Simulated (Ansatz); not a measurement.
# BaPbS3 (model cell, started as cubic perovskite with Pb in the octahedra): following an unstable mode, part 2 of 3

Wanted: the energy along a soft mode of BaPbS3 (model cell, started as cubic perovskite with Pb in the octahedra) and the structure at the end.

Ansatz 0.2.0; DFT PBEsol, scalar-relativistic, plane waves, PAW; PAW set soft_1.

So far, highest frequency on the path or at a solved wavevector (cm⁻¹): step 2 (phonons on a q mesh) 325. Also lowest frequency on the path (cm⁻¹): step 2 -103.

The structure was built from a prototype and need not be the compound's stable phase.

## Step 4: The mode frozen in, largest atomic shift 0.6 Å

The atoms are moved along the unstable eigenvector, the largest shift by 0.6 Å, with the cell fixed.

The input, input.yaml:

```yaml
crystal:
  lattice:
    - [5.1559839981, 5.1559839981, 0.0]
    - [5.1559839981, 0.0, 5.1559839981]
    - [5.1559839981, 0.0, -5.1559839981]
  atoms:
    - { symbol: Ba, position: [0.0, 0.5, 0.5] }
    - { symbol: Ba, position: [0.0, 0.0, 0.0] }
    - { symbol: Pb, position: [0.5, 0.25, 0.75] }
    - { symbol: Pb, position: [0.5, 0.75, 0.25] }
    - { symbol: S, position: [0.4177142387, 0.5, 0.5] }
    - { symbol: S, position: [0.5822857613, 0.0, 0.0] }
    - { symbol: S, position: [0.0, 0.0822857613, 0.5] }
    - { symbol: S, position: [0.0, 0.4177142387, 0.0] }
    - { symbol: S, position: [0.4177142387, 0.5822857613, 0.0] }
    - { symbol: S, position: [0.5822857613, -0.0822857613, 0.5] }
kpoints:
  mp_grid: { grid: [8, 8, 8] }
hamiltonian:
  xc: pbesol
  pseudopotentials: { kind: paw, azcp: { folder: soft_1 }, xc_functional: pbe }
scf:
  occupations: { method: methfessel_paxton, width: 0.2 }
output:
  forces: true
  stress: true
  eigenvalues: true
```

On the command line:

```sh
$ ansatz run input.yaml --threads 4 --pin off --max-ram 16384MiB --backend cpu --events-out ev --progress --plain --runs-dir out
```

Numbers of over 12 decimals in the logs are rounded to 6 here.

What it wrote:

```text
[...]
Crystal: 10 atoms, lattice volume = 274.135 Å³
Basis set: ecut = 420 eV, 5329 PW (Γ), exchange–correlation on 100×100×100 points (8 copies of the dense FFT grid, shifted against one another)
Bands: 52, of which v1, the nominal top of the filled ones, is band 42 counted from 1 (41 counted from 0)
Symmetry: 12 space group operations
[...]
k-points: 65 of 512
[...]
k-point 0: bands = [... 38 lower, 5.8546, 6.1194, 6.1229, 6.1229, 6.3381, 9.4702, 9.5079, 9.5079, ... 6 higher]
  k-point 1: bands = [... 38 lower, 5.8481, 5.9018, 6.0590, 6.0590, 6.4221, 8.8496, 9.6863, 9.6863, ... 6 higher]
  k-point 2: bands = [... 38 lower, 5.8331, 5.8331, 5.8890, 5.8890, 6.5166, 8.1234, 10.1714, 10.1714, ... 6 higher]
  k-point 64: bands = [... 38 lower, 5.6512, 5.7557, 5.8028, 6.2499, 7.3732, 7.3820, 10.2633, 10.7576, ... 6 higher]
[key lines of the parts left out:]
SCF converged after 10 iterations
Free energy (F): -40557.411135 eV
Fermi energy:    6.310141 eV
P = ⅓ Tr σ = -0.5886 GPa (-5.886 kbar)
```

It took 17 s on 4 threads of Arm Neoverse V2, shared host; peak memory 1.1 GiB.

This step gave:

```
pressure                         : -0.5886 GPa
energy from the undistorted cell : -66.30 meV/atom
```

The energy, extrapolated to zero smearing, is -66.30 meV/atom against the undistorted cell.

The run ends at a pressure of -0.59 GPa, with forces up to 0.11 eV/Å.

## Step 5: Energy along the mode, all amplitudes (two of the runs are shown above)

An imaginary frequency means negative curvature, so the energy should fall and then rise again as anharmonic terms take over.

Numbers from this step:

```
depth at the lowest point sampled  : 66.30 meV/atom
largest atomic shift at that point : 0.6 Å
```

Table of energy from the parent by largest atomic shift:

| largest atomic shift (Å) | energy from the parent (meV/atom) |
| --- | --- |
| 0.000 | 0 |
| 0.040 | -0.668 |
| 0.080 | -2.66 |
| 0.140 | -8.03 |
| 0.220 | -19.0 |
| 0.320 | -36.4 |
| 0.450 | -58.5 |
| 0.600 | -66.3 |

Displacement at unit largest shift by atom:

| atom | x (Å) | y (Å) | z (Å) | size |
| --- | --- | --- | --- | --- |
| Ba1 | 0.000 | 0.000 | 0.000 | 0.000 |
| Ba2 | 0.000 | 0.000 | 0.000 | 0.000 |
| Pb3 | 0.000 | 0.000 | 0.000 | 0.000 |
| Pb4 | 0.000 | 0.000 | 0.000 | 0.000 |
| S5 | -0.707 | -0.707 | 0.000 | 1.000 |
| S6 | 0.707 | 0.707 | 0.000 | 1.000 |
| S7 | 0.707 | 0.000 | 0.707 | 1.000 |
| S8 | -0.707 | 0.000 | -0.707 | 1.000 |
| S9 | 0.000 | -0.707 | 0.707 | 1.000 |
| S10 | 0.000 | 0.707 | -0.707 | 1.000 |

The lowest of the steps tried is the last one, at 0.6 Å, 66.3 meV/atom below the parent; the bottom of the well need not coincide with a step.

## Step 6: Relaxing from the distorted cell

Starting from the lowest point found, all atoms and the cell are let go, so that strain and other modes of the same symmetry can join in.

input.yaml: that of step 4 with these lines changed.

```diff
@@ -27 +27,6 @@
   eigenvalues: true
+relax:
+  adjacent_minimum: "off"
+  f_tol: 0.002
+  max_steps: 120
+  cell: { stress_tol: 0.03 }
```

What it wrote:

```text
[...]
Crystal: 10 atoms, lattice volume = 274.135 Å³
Basis set: ecut = 420 eV, 5329 PW (Γ), exchange–correlation on 100×100×100 points (8 copies of the dense FFT grid, shifted against one another)
Bands: 52, of which v1, the nominal top of the filled ones, is band 42 counted from 1 (41 counted from 0)
Symmetry: 12 space group operations
[...]
k-points: 65 of 512
[...]
SCF iter   1: F=—  HF=-40562.939948 eV  |F-HF|=—  |Δ(HF+E_count)|=         —  Δρ=3.85e-2  dr2=1.47e1  ethr=3.10e-3  ⟨swp⟩=12.4  Hψ=20027  notcnv=0
[...]
SCF iter  10: F=-40557.411135 eV  HF=-40557.411135 eV  |F-HF|=3.06e-9  |Δ(HF+E_count)|=   1.01e-8  S|Δr|=    0.00e0  Δρ=1.76e-6  dr2=1.33e-8  ethr=1.19e-10  ⟨swp⟩=21.0  Hψ=24266  notcnv=0
SCF 1 converged in 10 iterations: F = -40557.411135 eV  dr2 = 1.33e-8
[...]
relax step   1: F+E_penalty+E_count = -40557.41113475 eV  Δ(F+E_penalty+E_count) = +0.000e0 eV  max|allowed force component| = 7.613e-2 eV/Å  Δτ_max = 0.0000 Å  P = -0.589 GPa  Ω = 274.135 Å³  (10 SCF iters, dr2 threshold 1.00e-7 eV, accepted)
Crystal: 10 atoms, lattice volume = 268.562 Å³
Basis set: ecut = 420 eV, 5239 PW (Γ), exchange–correlation on 100×100×100 points (8 copies of the dense FFT grid, shifted against one another)
[...]
SCF iter   6: F=-40557.617201 eV  HF=-40557.617201 eV  |F-HF|=2.85e-7  |Δ(HF+E_count)|=   2.26e-7  S|Δr|=    0.00e0  Δρ=1.02e-5  dr2=5.88e-7  ethr=1.19e-9  ⟨swp⟩=12.0  Hψ=19223  notcnv=0
SCF 2 converged in 6 iterations: F = -40557.617201 eV  dr2 = 5.88e-7
[...]
relax step   2: F+E_penalty+E_count = -40557.61720062 eV  Δ(F+E_penalty+E_count) = -2.061e-1 eV  max|allowed force component| = 1.773e-2 eV/Å  Δτ_max = 0.0018 Å  P = -0.101 GPa  Ω = 268.562 Å³  energy of the carried Pulay correction = +7.756e-4 eV  (6 SCF iters, dr2 threshold 1.00e-6 eV, accepted)
Crystal: 10 atoms, lattice volume = 265.033 Å³
Basis set: ecut = 420 eV, 5185 PW (Γ), exchange–correlation on 100×100×100 points (8 copies of the dense FFT grid, shifted against one another)
[...]
SCF iter   6: F=-40557.648711 eV  HF=-40557.648711 eV  |F-HF|=1.40e-8  |Δ(HF+E_count)|=   4.16e-7  S|Δr|=    0.00e0  Δρ=6.37e-6  dr2=1.99e-7  ethr=1.19e-9  ⟨swp⟩=12.0  Hψ=19335  notcnv=0
SCF 3 converged in 6 iterations: F = -40557.648711 eV  dr2 = 1.99e-7
relax step   3: F+E_penalty+E_count = -40557.64871093 eV  Δ(F+E_penalty+E_count) = -3.151e-2 eV  max|allowed force component| = 1.282e-2 eV/Å  Δτ_max = 0.0446 Å  P = +0.231 GPa  Ω = 265.033 Å³  energy of the carried Pulay correction = +1.275e-3 eV  (6 SCF iters, dr2 threshold 1.00e-6 eV, accepted)
[...]
relax step   4: F+E_penalty+E_count = -40557.65050589 eV  Δ(F+E_penalty+E_count) = -1.795e-3 eV  max|allowed force component| = 2.729e-3 eV/Å  Δτ_max = 0.0116 Å  P = -0.093 GPa  Ω = 266.919 Å³  energy of the carried Pulay correction = +1.007e-3 eV  (5 SCF iters, dr2 threshold 2.70e-7 eV, accepted)
[...]
relax step   5: F+E_penalty+E_count = -40557.65072371 eV  Δ(F+E_penalty+E_count) = -2.178e-4 eV  max|allowed force component| = 1.805e-4 eV/Å  Δτ_max = 0.0011 Å  P = +0.001 GPa  Ω = 266.459 Å³  energy of the carried Pulay correction = +1.072e-3 eV  (5 SCF iters, dr2 threshold 2.89e-8 eV, accepted)
Basis set: ecut = 420 eV, 5245 PW (Γ), exchange–correlation on 108×108×96 points (8 copies of the dense FFT grid, shifted against one another)
[...]
SCF iter   7: F=-40557.650550 eV  HF=-40557.650550 eV  |F-HF|=7.28e-12  |Δ(HF+E_count)|=  7.28e-12  S|Δr|=    0.00e0  Δρ=2.25e-8  dr2=1.10e-12  ethr=1.00e-12  ⟨swp⟩=5.0  Hψ=11863  notcnv=0
SCF 6 converged in 7 iterations: F = -40557.650550 eV  dr2 = 1.10e-12
relax step   6: F+E_penalty+E_count = -40557.65055005 eV  Δ(F+E_penalty+E_count) = +1.737e-4 eV  max|allowed force component| = 2.165e-4 eV/Å  Δτ_max = 0.0000 Å  P = -0.000 GPa  Ω = 266.459 Å³  stress off target by 9.07e-3 GPa  SCF on the basis re-selected at this cell (its energy is not comparable with the rows above)  (7 SCF iters)
basis re-selected at this cell: Δ(F+E_penalty+E_count) = +1.737e-4 eV, ΔP = -0.001 GPa vs the last step (what re-selecting the basis moved, of the pressure what is left beyond the Pulay correction that the steps carried, after the strain that the cell walked since its last selection, with what the two solves' SCF thresholds leave and, on support functions, any second-order correction that the steps lacked; it is no measure of the basis error at this ecutwfc). The dense FFT grid was sized anew with the basis: this SCF ran on 54×54×48 points, the steps before it on 50×50×50, so part of this shift can come from that change (see relax.cell in the input reference). [rest of the remark cut]
SCF converged after 7 iterations
[...]
Free energy (F): -40557.650550 eV
[...]
Internal energy: -40557.674740 eV  (E = F + TS)
E sigma→0 (E₀):  -40557.656597 eV
Entropy (-TS):   0.024190 eV (2.419 meV/atom)
Fermi energy:    6.803436 eV
Step filling:    the computed levels leave a gap of 0.0592 eV = 0.3 smearing widths at the electron count; against every level under it full and every level over it empty, smearing changes F+E_penalty+E_count by +13.144 meV and its σ→0 estimate by +7.097 meV
[...]
--- Forces (eV/Å), atoms counted from 1 ---
  atom   1  Ba     0.00000000     0.00000000     0.00000000
  atom   2  Ba    -0.00000000     0.00000000    -0.00000000
  atom   3  Pb     0.00000000     0.00000000     0.00000000
  atom   4  Pb     0.00000000     0.00000000    -0.00000000
  atom   5  S     -0.00021654    -0.00021654     0.00000000
  atom   6  S      0.00021654     0.00021654    -0.00000000
  atom   7  S      0.00021654    -0.00000000     0.00021654
  atom   8  S     -0.00021654     0.00000000    -0.00021654
  atom   9  S     -0.00000000    -0.00021654     0.00021654
  atom  10  S      0.00000000     0.00021654    -0.00021654
  max |Σ_I F_I| component: 2.33e-18 eV/Å
--- Stress (GPa, compression-positive) ---
       -0.000281       0.004394       0.004394
        0.004394      -0.000281      -0.004394
        0.004394      -0.004394      -0.000281
  P = ⅓ Tr σ = -0.0003 GPa (-0.003 kbar)
--- Band table (eV; the first three rows and the last of 65) ---
  k-point 0: bands = [... 38 lower, 6.1974, 6.6746, 6.6746, 6.7702, 6.8294, 9.1785, 9.8057, 10.1755, ... 6 higher]
  k-point 1: bands = [... 38 lower, 6.0489, 6.4699, 6.6104, 6.6104, 6.9559, 8.9118, 9.9646, 10.3416, ... 6 higher]
  k-point 2: bands = [... 38 lower, 5.9579, 6.0216, 6.3131, 6.3131, 7.0060, 8.3361, 10.3349, 10.7648, ... 6 higher]
  k-point 64: bands = [... 38 lower, 6.0014, 6.0224, 6.3796, 6.6955, 7.7310, 7.7684, 10.4954, 10.8864, ... 6 higher]
--- Relaxed structure (5 steps of the walk, 5 accepted, 1 SCFs on fresh bases) ---
  F+E_penalty+E_count = -40557.65055005 eV   max|allowed force component| = 2.165e-4 eV/Å   (the final SCF, on the basis selected at the relaxed cell)
  cell:  # Å, volume = 266.4591 Å³
    - [5.294352, 5.294352, -2.7755575615628914e-17]
    - [5.294352, 0.0, 5.294352]
    - [4.933503, 0.360849, -4.933503]
  atoms:
    - { symbol: Ba, position: [6.7220534694101275e-18, 0.5, 0.500000] }
    - { symbol: Ba, position: [2.5654203948649727e-19, -2.0502335122896258e-19, 0] }
    - { symbol: Pb, position: [0.5, 0.25, 0.75] }
    - { symbol: Pb, position: [0.5, 0.75, 0.250000] }
    - { symbol: S, position: [0.413287, 0.500000, 0.500000] }
    - { symbol: S, position: [0.586713, -1.4746641312641878e-18, 1.7074090294329436e-18] }
    - { symbol: S, position: [3.469446951953614e-18, 0.086713, 0.5] }
    - { symbol: S, position: [0.0, 0.413287, 0.0] }
    - { symbol: S, position: [0.413287, 0.586713, -1.1102230246251565e-16] }
    - { symbol: S, position: [0.586713, -0.086713, 0.5] }
```

It took 86 s on 4 threads; peak memory 1.1 GiB; 5.7 min of CPU time.

The steps of the relaxation:

| step | energy less that of the first step (eV) | largest force component (eV/Å) | pressure (GPa) | volume (Å³) |
| --- | --- | --- | --- | --- |
| 1 | 0.0000 | 0.0761 | -0.59 | 274.14 |
| 2 | -0.2061 | 0.0177 | -0.10 | 268.56 |
| 3 | -0.2376 | 0.0128 | 0.23 | 265.03 |
| 4 | -0.2394 | 0.0027 | -0.09 | 266.92 |
| 5 | -0.2396 | 0.0002 | 0.00 | 266.46 |
| 6* | -0.2394 | 0.0002 | 0.00 | 266.46 |

Relaxation steps marked * repeat the geometry before them on a plane-wave basis chosen anew for their cell, so energy and pressure can jump there.

The run keeps the 12 symmetry operations that it works with, so distortions that break them were not tested.

| conventional cell, symmetrised | before | after | change |
| --- | --- | --- | --- |
| a (Å) | 7.292 | 7.487 | +2.7 % |
| b (Å) | 7.292 | 7.487 | +2.7 % |
| c (Å) | 17.861 | 16.465 | -7.8 % |
| volume (Å³/atom) | 27.41 | 26.65 | -2.8 % |

The atoms that moved most (Å, as changes of fractional coordinates times the final cell):

| atom | dx | dy | dz | length |
| --- | --- | --- | --- | --- |
| S10 | 0.000 | 0.023 | -0.023 | 0.033 |
| S7 | 0.023 | 0.000 | 0.023 | 0.033 |
| S6 | 0.023 | 0.023 | 0.000 | 0.033 |
| S9 | 0.000 | -0.023 | 0.023 | 0.033 |
| S8 | -0.023 | 0.000 | -0.023 | 0.033 |
| S5 | -0.023 | -0.023 | 0.000 | 0.033 |

Numbers from this step:

* pressure: -2.81e-4 GPa
* volume per atom: 26.65 Å³
* gap on the k-mesh: 0.05916 eV

The distorted start has space group R-3c; the relaxation ends in R-3c.

## Step 7: The new phase in its own primitive cell

The relaxed structure is symmetrised, reduced to its primitive cell and relaxed tightly, as its phonons need.

The input, input.yaml:

```yaml
crystal:
  lattice:
    - [3.7436721415, 2.1614101187, 5.4883823497]
    - [-3.7436721415, 2.1614101187, 5.4883823497]
    - [0.0, -4.3228202373, 5.4883823497]
  atoms:
    - { symbol: Ba, position: [0.25, 0.25, 0.25] }
    - { symbol: Ba, position: [0.75, 0.75, 0.75] }
    - { symbol: Pb, position: [0.5, 0.5, 0.5] }
    - { symbol: Pb, position: [0.0, 0.0, 0.0] }
    - { symbol: S, position: [0.6632872763, 0.25, 0.8367127237] }
    - { symbol: S, position: [0.3367127237, 0.75, 0.1632872763] }
    - { symbol: S, position: [0.8367127237, 0.6632872763, 0.25] }
    - { symbol: S, position: [0.1632872763, 0.3367127237, 0.75] }
    - { symbol: S, position: [0.75, 0.1632872763, 0.3367127237] }
    - { symbol: S, position: [0.25, 0.8367127237, 0.6632872763] }
kpoints:
  mp_grid: { grid: [6, 6, 6] }
hamiltonian:
  xc: pbesol
  pseudopotentials: { kind: paw, azcp: { folder: soft_1 }, xc_functional: pbe }
scf:
  occupations: { method: methfessel_paxton, width: 0.2 }
output:
  forces: true
  stress: true
  eigenvalues: true
relax:
  adjacent_minimum: "off"
  f_tol: 0.001
  max_steps: 60
  cell: { stress_tol: 0.01 }
```

What it wrote:

```text
[...]
Crystal: 10 atoms, lattice volume = 266.459 Å³
Basis set: ecut = 420 eV, 5245 PW (Γ), exchange–correlation on 96×96×96 points (8 copies of the dense FFT grid, shifted against one another)
Bands: 52, of which v1, the nominal top of the filled ones, is band 42 counted from 1 (41 counted from 0)
Symmetry: 12 space group operations
[...]
k-points: 32 of 216
[...]
- { symbol: Pb, position: [0.5, 0.5, 0.5] }
    - { symbol: Pb, position: [0.0, 0.0, 0.0] }
    - { symbol: S, position: [0.663287, 0.250000, 0.8367127237] }
    - { symbol: S, position: [0.336713, 0.75, 0.163287] }
    - { symbol: S, position: [0.8367127237, 0.663287, 0.250000] }
    - { symbol: S, position: [0.1632872763, 0.3367127237, 0.75] }
    - { symbol: S, position: [0.75, 0.163287, 0.3367127237] }
    - { symbol: S, position: [0.25, 0.8367127237, 0.663287] }
[key lines of the parts left out:]
SCF converged after 7 iterations
Free energy (F): -40557.649617 eV
Fermi energy:    6.802062 eV
P = ⅓ Tr σ = -0.0023 GPa (-0.023 kbar)
```

The job ended after 18 s (4 threads; peak memory 0.87 GiB; 68 s of CPU time).

Little changed from the start: no atom moved by 0.005 Å and no cell edge by 0.1 %.

Numbers from this step:

- pressure: -0.002251 GPa
- gap on the k-mesh: 0.05863 eV
- direct gap on mesh: 0.05863 eV

The largest force component left is 0.100 meV/Å and the pressure is -0.002 GPa, within the tolerances set. The cell now holds 26.65 Å³/atom.

[end of part 2 of 3]

[Logs are printed without paths, hosts, clocks, repeated set-up lines and the standing remarks that a program may print on its own settings, such as how far it seeks lower states.]

[Hosts, paths, dates, database ids (printed as entryN), source tags and the programs' standing remarks are cut or masked in the printed files.]
